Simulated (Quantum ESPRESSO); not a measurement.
# B K ELNES/XANES of BAs (F-43m) from DFT

Aim: the near-edge shape at the B K edge of BAs (F-43m), and what the core hole does to it.

Main program and level: Quantum ESPRESSO 7.5; X-ray absorption near-edge structure, plane-wave PAW PBE, one-electron final states by a Lanczos continued fraction.

**1. Set-up**

The structure is cubic, space group F-43m (No. 216). Conventional cell: a = 4.777 Å, b = 4.777 Å, c = 4.777 Å, α = 90.00°, β = 90.00°, γ = 90.00°. As has 4 B at 2.07 Å nearest. Nearest to B lie 4 As at 2.07 Å. Farther neighbours are not listed.

**2. Ground state of the crystal**

The ground state comes first: it tells whether the system has a gap, which decides how the excited electron is treated.

The PAW data sets are made with ld1.x, with reconstruction data.

The input, scf.in:

```
&control
   calculation='scf', prefix='x', pseudo_dir='../pp', outdir='tmp', tprnfor=.true.
/
&system
   ibrav=0, nat=2, ntyp=2, nbnd=8
   ecutwfc=56, ecutrho=360
   occupations='smearing', smearing='mv', degauss=0.015
/
&electrons
   conv_thr=2.0e-08, electron_maxstep=120
   mixing_beta=0.5
/
ATOMIC_SPECIES
As 1.0 As.pbe-n-kjpaw.UPF
B3 1.0 B.pbe-n-kjpaw.UPF
CELL_PARAMETERS angstrom
  0.00000000 2.38850000 2.38850000
  2.38850000 0.00000000 2.38850000
  2.38850000 2.38850000 0.00000000
ATOMIC_POSITIONS crystal
As   0.75000000 0.75000000 0.75000000
B3   0.00000000 0.00000000 0.00000000
K_POINTS automatic
10 10 10 0 0 0
```

Started as:

```sh
> OMP_NUM_THREADS=1 mpirun --oversubscribe --bind-to none -np 4 pw.x -nk 4 -in scf.in > scf.out
```

The log of the run:

```text
     [... banner and references ...]
using ibrav=0 with symmetry is DISCOURAGED, use correct ibrav instead

     G-vector sticks info
     --------------------

     Using Slab Decomposition

     bravais-lattice index     =            0
     lattice parameter (alat)  =       6.3832  a.u.
     unit-cell volume          =     183.9087 (a.u.)^3
     number of atoms/cell      =            2
     number of atomic types    =            2
     number of electrons       =         8.00
     number of Kohn-Sham states=            8
     kinetic-energy cutoff     =      56.0000  Ry
     charge density cutoff     =     360.0000  Ry
     scf convergence threshold =      2.0E-08
     mixing beta               =       0.5000
     number of iterations used =            8  plain     mixing
     Exchange-correlation= SLA  PW   PBX  PBC
                           (   1   4   3   4   0   0   0)

     celldm(1)=   6.383210  celldm(2)=   0.000000  celldm(3)=   0.000000
     celldm(4)=   0.000000  celldm(5)=   0.000000  celldm(6)=   0.000000

     crystal axes: (cart. coord. in units of alat)
               a(1) = (   0.000000   0.707107   0.707107 )
               a(2) = (   0.707107   0.000000   0.707107 )
               a(3) = (   0.707107   0.707107   0.000000 )

     reciprocal axes: (cart. coord. in units 2 pi/alat)
               b(1) = ( -0.707107  0.707107  0.707107 )
               b(2) = (  0.707107 -0.707107  0.707107 )
               b(3) = (  0.707107  0.707107 -0.707107 )

     PseudoPot. #1 for As:     Pseudo is Projector augmented-wave + core cor, Zval =  5.0

     ../pp/B.pbe-n-kjpaw.UPF
     Pseudo is Projector augmented-wave + core cor, Zval =  3.0
     Shape of augmentation charge: PSQ
     Using radial grid of 1059 points,  4 beta functions with:
                l(1) =   0
                l(2) =   0
                l(3) =   1
                l(4) =   1
     Q(r) pseudized with 0 coefficients

     atomic species   valence    mass     pseudopotential
     As                5.00     1.00000     As( 1.00)
     B3                3.00     1.00000     B ( 1.00)

     24 Sym. Ops. (no inversion) found

   Cartesian axes

     site n.     atom                  positions (alat units)
         1        As     tau(   1) = (   1.0606602   1.0606602   1.0606602  )
         2        B3     tau(   2) = (   0.0000000   0.0000000   0.0000000  )

     number of k points=    47  Marzari-Vanderbilt smearing, width (Ry)=  0.0150
                       cart. coord. in units 2pi/alat
        k(    1) = (   0.0000000   0.0000000   0.0000000), wk =   0.0020000
        k(    2) = (   0.0707107   0.0707107  -0.0707107), wk =   0.0160000
        k(    3) = (   0.1414214   0.1414214  -0.1414214), wk =   0.0160000
        k(    4) = (   0.2121320   0.2121320  -0.2121320), wk =   0.0160000
        k(    5) = (   0.2828427   0.2828427  -0.2828427), wk =   0.0160000
[...]
k(   45) = (  -0.1414214  -0.4242641   0.7071068), wk =   0.0480000
        k(   46) = (  -0.0707107  -0.3535534   0.6363961), wk =   0.0480000
        k(   47) = (  -0.7071068   0.2828427   0.0000000), wk =   0.0240000

     Dense  grid:    21187 G-vectors     FFT dimensions: (  40,  40,  40)

     Smooth grid:    10417 G-vectors     FFT dimensions: (  32,  32,  32)

     Initial potential from superposition of free atoms

     starting charge       7.9995, renormalised to       8.0000
     Starting wfcs are    8 randomized atomic wfcs
     Checking if some PAW data can be deallocated...

     per-process dynamical memory:    21.7 Mb

     Self-consistent Calculation

     iteration #  1     ecut=    56.00 Ry     beta= 0.50
     Davidson diagonalization with overlap
     ethr =  1.00E-02,  avg # of iterations =  3.1

     total energy              =    -187.42473261 Ry
     estimated scf accuracy    <       0.15278211 Ry

     iteration #  2     ecut=    56.00 Ry     beta= 0.50
[...]
estimated scf accuracy    <       0.00000007 Ry

     iteration #  7     ecut=    56.00 Ry     beta= 0.50
     Davidson diagonalization with overlap
     ethr =  8.48E-10,  avg # of iterations =  2.1

     WARNING: integrated charge=     8.00000179, expected=     8.00000000

     total energy              =    -187.45283900 Ry
     estimated scf accuracy    <       0.00000002 Ry

     iteration #  8     ecut=    56.00 Ry     beta= 0.50
     Davidson diagonalization with overlap
     ethr =  2.59E-10,  avg # of iterations =  1.0

     End of self-consistent calculation

          k = 0.0000 0.0000 0.0000 (  1291 PWs)   bands (ev):

    -6.7490   8.6435   8.6435   8.6435  11.9486  11.9486  11.9486  13.4309

          k = 0.0707 0.0707-0.0707 (  1303 PWs)   bands (ev):

    -6.5850   7.2480   8.3439   8.3439  12.1029  12.3484  12.3484  14.3159

          k = 0.1414 0.1414-0.1414 (  1324 PWs)   bands (ev):

    -6.1013   4.8826   7.7741   7.7741  11.8910  13.0686  13.0686  15.9706

          k = 0.2121 0.2121-0.2121 (  1314 PWs)   bands (ev):

    -5.3349   2.5938   7.2718   7.2718  11.6136  13.4656  13.4656  17.2645

          k = 0.2828 0.2828-0.2828 (  1299 PWs)   bands (ev):

    -4.4194   0.7234   6.9506   6.9506  11.4244  13.4820  13.4820  17.6979

          k =-0.3536-0.3536 0.3536 (  1308 PWs)   bands (ev):

[...]
k = 0.1414-0.0000 0.0000 (  1299 PWs)   bands (ev):

[...]
k = 0.2121 0.0707-0.0707 (  1309 PWs)   bands (ev):

[...]
k =-0.2828-0.4243 0.4243 (  1307 PWs)   bands (ev):

[...]
k =-0.2121-0.3536 0.3536 (  1297 PWs)   bands (ev):

[...]
k =-0.1414-0.2828 0.2828 (  1309 PWs)   bands (ev):

[...]
k =-0.0707-0.2121 0.2121 (  1306 PWs)   bands (ev):

[...]
k = 0.0000-0.1414 0.1414 (  1311 PWs)   bands (ev):

[...]
k = 0.2828-0.0000 0.0000 (  1307 PWs)   bands (ev):

[...]
k = 0.0000-0.2828 0.2828 (  1326 PWs)   bands (ev):

[...]
k = 0.4950 0.0707-0.0707 (  1297 PWs)   bands (ev):

[...]
k = 0.5657-0.0000 0.0000 (  1290 PWs)   bands (ev):

[...]
k = 0.0000-0.5657 0.5657 (  1296 PWs)   bands (ev):

[...]
k =-0.7071 0.0000 0.0000 (  1298 PWs)   bands (ev):

[...]
k = 0.2828 0.1414 0.0000 (  1313 PWs)   bands (ev):

[...]
k = 0.3536 0.2121-0.0707 (  1309 PWs)   bands (ev):

[...]
k = 0.4243 0.1414-0.0000 (  1302 PWs)   bands (ev):

[...]
k = 0.0000-0.2828 0.4243 (  1299 PWs)   bands (ev):

[...]
k =-0.0000-0.4243 0.5657 (  1290 PWs)   bands (ev):

[...]
k =-0.7071 0.1414 0.0000 (  1298 PWs)   bands (ev):

[...]
k =-0.1414-0.4243 0.7071 (  1294 PWs)   bands (ev):

    -3.0404   1.0166   3.1856   4.4898  13.0989  14.0217  14.8191  18.4065

          k =-0.0707-0.3536 0.6364 (  1300 PWs)   bands (ev):

    -2.6297   0.6533   2.9551   4.1500  13.4187  14.4277  15.6289  16.7550

          k =-0.7071 0.2828 0.0000 (  1294 PWs)   bands (ev):

    -2.4217   0.5245   3.3014   3.5378  13.2040  13.5635  16.5339  16.6597

     the Fermi energy is     9.3490 ev

     WARNING: integrated charge=     8.00000179, expected=     8.00000000

!    total energy              =    -187.45283900 Ry
     total all-electron energy =     -4571.659546 Ry
     estimated scf accuracy    <          6.2E-10 Ry
     smearing contrib. (-TS)   =       0.00000002 Ry
     internal energy E=F+TS    =    -187.45283902 Ry

     The total energy is F=E-TS. E is the sum of the following terms:
     one-electron contribution =       7.01579399 Ry
     hartree contribution      =       1.24160307 Ry
     xc contribution           =     -14.47958535 Ry
     ewald contribution        =     -19.93341868 Ry
     one-center paw contrib.   =    -161.29723205 Ry

     convergence has been achieved in   8 iterations

     Forces acting on atoms (cartesian axes, Ry/au):

     atom    1 type  1   force =     0.00000000    0.00000000   -0.00000000
     atom    2 type  2   force =     0.00000000   -0.00000000    0.00000000

     Total force =     0.000000     Total SCF correction =     0.000000

     XML data file, charge density, pseudopotentials, collected wavefunctions

=------------------------------------------------------------------------------=
   JOB DONE.
=------------------------------------------------------------------------------=
```

It took 2.8 s on 4 MPI ranks of Intel Xeon 6975P-C (Granite Rapids), shared host; peak memory 0.06 GiB; 9.8 s of CPU time.

Absorbing atoms carry a label of their own (element plus a letter or digit), as the spectrum program needs them as separate species.

The mesh shows a gap of 1.17 eV, so the hole is first treated in a charged cell, without the excited electron.

**3. Spectrum without a core hole, B atom 2**

Without a hole the spectrum is the empty density of states of the right symmetry on the absorber, weighted by matrix elements. It needs only the small cell and serves as the baseline.

The absorber has 4 As at 2.07 Å (tetrahedral, site symmetry -43m).

The input, xspectra.in:

```
&input_xspectra
   calculation='xanes_dipole', edge='K'
   prefix='x', outdir='tmp', xiabs=2, xe0=9.2276
   xonly_plot=.false., x_save_file='xanes.sav'
   xniter=3000, xcheck_conv=20, xerror=0.005
   xcoordcrys=.false., xepsilon(1)=1, xepsilon(2)=0, xepsilon(3)=0
/
&plot
   xnepoint=413, xemin=-10, xemax=45, terminator=.true., cut_occ_states=.true.
   xgamma=0.4
/
&pseudos
   filecore='../B.wfc'
/
&cut_occ
   cut_desmooth=0.1, cut_stepl=0.05, cut_stepu=0.05, cut_ierror=1e-5
/
8 8 8 0 0 0
```

Started as:

```sh
> OMP_NUM_THREADS=1 mpirun --oversubscribe --bind-to none -np 4 xspectra.x -nk 4 -in xspectra.in > xspectra.out
```

The log of the run:

```text
     [... banner and references ...]
Reading input_file

     calculation: xanes_dipole

     xepsilon  [cartesian coordinates]:   1.000000   0.000000   0.000000

     xonly_plot: FALSE
        => complete calculation: Lanczos + spectrum plot

     filecore (core-wavefunction file): ../B.wfc

     main plot parameters:
        cut_occ_states: TRUE
        gamma_mode:  constant
        -> using xgamma [eV]:  0.40
        xemin [eV]: -10.00
        xemax [eV]:  45.00
        xnepoint:  413
        xe0 [eV]:   9.227600 (energy zero read in input file)

[...]
Results of STEP 1 successfully written in x_save_file
     x_save_file name:
     ->  xanes.sav
     x_save_file version:  2

     ... End STEP 1 ...

     ... Begin STEP 2 ...

     The spectrum is calculated using the following parameters:
        xe0 [eV]:    9.2276
        the occupied states are elimintate from the spectrum
        xemin [eV]: -10.00
        xemax [eV]:  45.00
        xnepoint:  413
        constant broadening parameter [eV]:    0.400
        Core level energy [eV]:  -188.0
         (from electron binding energy of neutral atoms in X-ray data booklet)

     Cross-section successfully written in xanes.dat

     ... End STEP 2 ...

                                END JOB XSpectra
```

The job ended after 10 s (4 MPI ranks; peak memory 0.08 GiB; 39 s of CPU time).

The B K spectrum, B atom 2, no core hole (energy from the lowest empty level; intensity scaled to a mean of 1 over the first 20 eV; the points at xe0, where the cut of filled states can leave a spike, are interpolated):

| E (eV) | intensity |
| --- | --- |
| -2.0 | 0.04 |
| -1.5 | 0.05 |
| -1.0 | 0.07 |
| -0.5 | 0.10 |
| 0.0 | 0.15 |
| 0.5 | 0.26 |
| 1.0 | 0.39 |
| 1.5 | 0.67 |
| 2.0 | 1.00 |
| 2.5 | 1.17 |
| 3.0 | 1.06 |
| 3.5 | 1.02 |
| 4.0 | 1.22 |
| 4.5 | 1.37 |
| 5.0 | 1.34 |
| 5.5 | 1.33 |
| 6.0 | 1.53 |
| 6.5 | 1.54 |
| 7.0 | 1.28 |
| 7.5 | 1.05 |
| 8.0 | 1.43 |
| 8.5 | 1.28 |
| 9.0 | 1.49 |
| 9.5 | 1.29 |
| 10.0 | 1.32 |
| 10.5 | 1.62 |
| 11.0 | 1.81 |
| 11.5 | 1.30 |
| 12.0 | 0.80 |
| 12.5 | 0.67 |
| 13.0 | 0.77 |
| 13.5 | 0.88 |
| 14.0 | 0.90 |
| 14.5 | 0.97 |
| 15.0 | 1.11 |
| 15.5 | 1.31 |
| 16.0 | 0.86 |
| 16.5 | 0.56 |
| 17.0 | 0.44 |
| 17.5 | 0.43 |
| 18.0 | 0.40 |
| 18.5 | 0.60 |
| 19.0 | 0.59 |
| 19.5 | 0.54 |
| 20.0 | 0.49 |
| 20.5 | 0.65 |
| 21.0 | 0.68 |
| 21.5 | 0.80 |
| 22.0 | 0.77 |
| 22.5 | 0.85 |
| 23.0 | 1.02 |
| 23.5 | 1.04 |
| 24.0 | 0.89 |
| 24.5 | 0.90 |
| 25.0 | 0.92 |
| 25.5 | 0.67 |
| 26.0 | 0.77 |
| 26.5 | 0.87 |
| 27.0 | 0.92 |
| 27.5 | 0.95 |
| 28.0 | 0.79 |
| 28.5 | 0.76 |
| 29.0 | 0.75 |
| 29.5 | 0.65 |
| 30.0 | 0.89 |
| 30.5 | 1.05 |
| 31.0 | 0.79 |
| 31.5 | 0.74 |
| 32.0 | 0.70 |

Main maxima below 24 eV (height): 2.8 eV (1.24), 4.8 eV (1.46), 6.2 eV (1.56), 8.1 eV (1.44), 9.2 eV (1.52), 11.0 eV (1.81) and 15.4 eV (1.33). A K edge sees empty p states on the absorber.

**4. Another broadening**

The final state's lifetime shortens with energy, so measured features broaden above the edge; the saved Lanczos coefficients are redrawn with a width that grows.

The input, xspectra_plot.in:

```
&input_xspectra
   calculation='xanes_dipole', edge='K'
   prefix='x', outdir='tmp', xiabs=2, xe0=9.2276
   xonly_plot=.true., x_save_file='xanes.sav'
   xniter=3000, xcheck_conv=20, xerror=0.005
   xcoordcrys=.false., xepsilon(1)=1, xepsilon(2)=0, xepsilon(3)=0
/
&plot
   xnepoint=413, xemin=-10, xemax=45, terminator=.true., cut_occ_states=.true.
   gamma_mode='variable', gamma_energy(1)=4, gamma_energy(2)=25, gamma_value(1)=0.3, gamma_value(2)=2.5
/
&pseudos
   filecore='../B.wfc'
/
&cut_occ
   cut_desmooth=0.1, cut_stepl=0.05, cut_stepu=0.05, cut_ierror=1e-5
/
8 8 8 0 0 0
```

Started as:

```sh
> OMP_NUM_THREADS=1 xspectra.x -in xspectra_plot.in > xspectra_plot.out
```

The log of the run:

```text
     [... banner and references ...]
Reading input_file
     -------------------------------------------------------------------------

     calculation: xanes_dipole

     xonly_plot: TRUE
        => only the spectrum plot

     main plot parameters:
        cut_occ_states: TRUE
        gamma_mode:  variable
        -> first, constant up to point ( 4.00, 0.30) [eV]
        -> then, linear up to point (25.00, 2.50) [eV]
        -> finally, constant up to xemax
        xemin [eV]: -10.00
        xemax [eV]:  45.00
        xnepoint:  413
[...]
xemin [eV]: -10.00
        xemax [eV]:  45.00
        xnepoint:  413
        energy-dependent broadening parameter:
         -> first, constant up to point ( 4.00, 0.30) [eV]
         -> then, linear up to point (25.00, 2.50) [eV]
         -> finally, constant up to xemax
        Core level energy [eV]:  -188.0
         (from electron binding energy of neutral atoms in X-ray data booklet)

     Cross-section successfully written in xanes.dat

     -------------------------------------------------------------------------
                                END JOB XSpectra
     -------------------------------------------------------------------------
[key lines of the parts left out:]
Fermi level [eV]:   8.6435
```

Elapsed: 3.9 s, on 1 MPI rank; peak memory 0.06 GiB.

With a Lorentzian half width 0.3 eV up to 4 eV, rising linearly to 2.5 eV at 25 eV (counted from xe0, 0.6 eV below the zero used here), the maxima are 2.8 eV (1.39), 4.6 eV (1.43), 6.2 eV (1.47), 9.0 eV (1.33), 10.5 eV (1.37) and 23.7 eV (0.80).

**5. Reference energy of the supercell**

The photon energy needs a difference of total energies, so the cell and mesh of the coming hole run are first run without a hole.

The input, scf.in:

```
&control
   calculation='scf', prefix='x', pseudo_dir='../pp', outdir='tmp', tprnfor=.true.
/
&system
   ibrav=0, nat=12, ntyp=2, nbnd=28
   ecutwfc=56, ecutrho=360
   occupations='fixed'
/
&electrons
   conv_thr=1.2e-07, electron_maxstep=120
   mixing_beta=0.5
/
ATOMIC_SPECIES
As 1.0 As.pbe-n-kjpaw.UPF
B 1.0 B.pbe-n-kjpaw.UPF
CELL_PARAMETERS angstrom
  -2.38850000 -2.38850000 -4.77700000
  -2.38850000 -2.38850000 4.77700000
  -2.38850000 4.77700000 2.38850000
ATOMIC_POSITIONS crystal
As   0.87500000 0.62500000 0.00000000
As   0.54166667 0.62500000 0.33333333
As   0.37500000 0.12500000 0.00000000
As   0.20833333 0.62500000 0.66666667
As   0.04166667 0.12500000 0.33333333
As   0.70833333 0.12500000 0.66666667
B    0.00000000 0.00000000 0.00000000
B    0.66666667 0.00000000 0.33333333
B    0.50000000 0.50000000 0.00000000
B    0.33333333 0.00000000 0.66666667
B    0.16666667 0.50000000 0.33333333
B    0.83333333 0.50000000 0.66666667
K_POINTS automatic
4 3 4 0 0 0
```

Started as:

```sh
> OMP_NUM_THREADS=1 mpirun --oversubscribe --bind-to none -np 4 pw.x -nk 4 -in scf.in > scf.out
```

The log of the run:

```text
     [... banner and references ...]
[banner, memory and clock lines left out]
Found identity + ( -0.3333  0.0000  0.3333) symmetry
     This is a supercell, fractional translations are disabled
     using ibrav=0 with symmetry is DISCOURAGED, use correct ibrav instead

     G-vector sticks info

     bravais-lattice index     =            0
     lattice parameter (alat)  =      11.0560  a.u.
     unit-cell volume          =    1103.4524 (a.u.)^3
     number of atoms/cell      =           12
[...]
Forces acting on atoms (cartesian axes, Ry/au):

     atom    1 type  1   force =    -0.00010894   -0.00010894    0.00036600
     atom    2 type  1   force =    -0.00010843   -0.00010797    0.00036661
     atom    3 type  1   force =    -0.00010811   -0.00010811    0.00036712
[...]
atom   11 type  2   force =     0.00010871    0.00010838   -0.00036664
     atom   12 type  2   force =     0.00010838    0.00010871   -0.00036664

     Total force =     0.001377     Total SCF correction =     0.000009

     XML data file, charge density, pseudopotentials, collected wavefunctions
[key lines of the parts left out:]
!    total energy              =   -1124.71660567 Ry
convergence has been achieved in  10 iterations
```

Wall time 17 s (4 MPI ranks); peak memory 0.19 GiB; 67 s of CPU time.

Reference energy: -373203.575 eV with the cores included.

(Continued in part 2 of 3.)

[Banner, clock and machine lines of the logs are left out without a mark of their own.]

[Logs are printed without paths, hosts, clocks, repeated set-up lines and the standing remarks that a program may print on its own settings, such as how far it seeks lower states.]

[Hosts, paths, dates, database ids (printed as entryN), source tags and the programs' standing remarks are cut or masked in the printed files.]

[Lists of maxima count a maximum above −3 eV only where it reaches 4 % of the highest in the window and stands out from its surroundings by 2 % of it (1.5 % where it reaches 55 %); shoulders and weaker maxima are passed over, and of the rest the first, up to two pre-edge ones and the few strongest are named.]
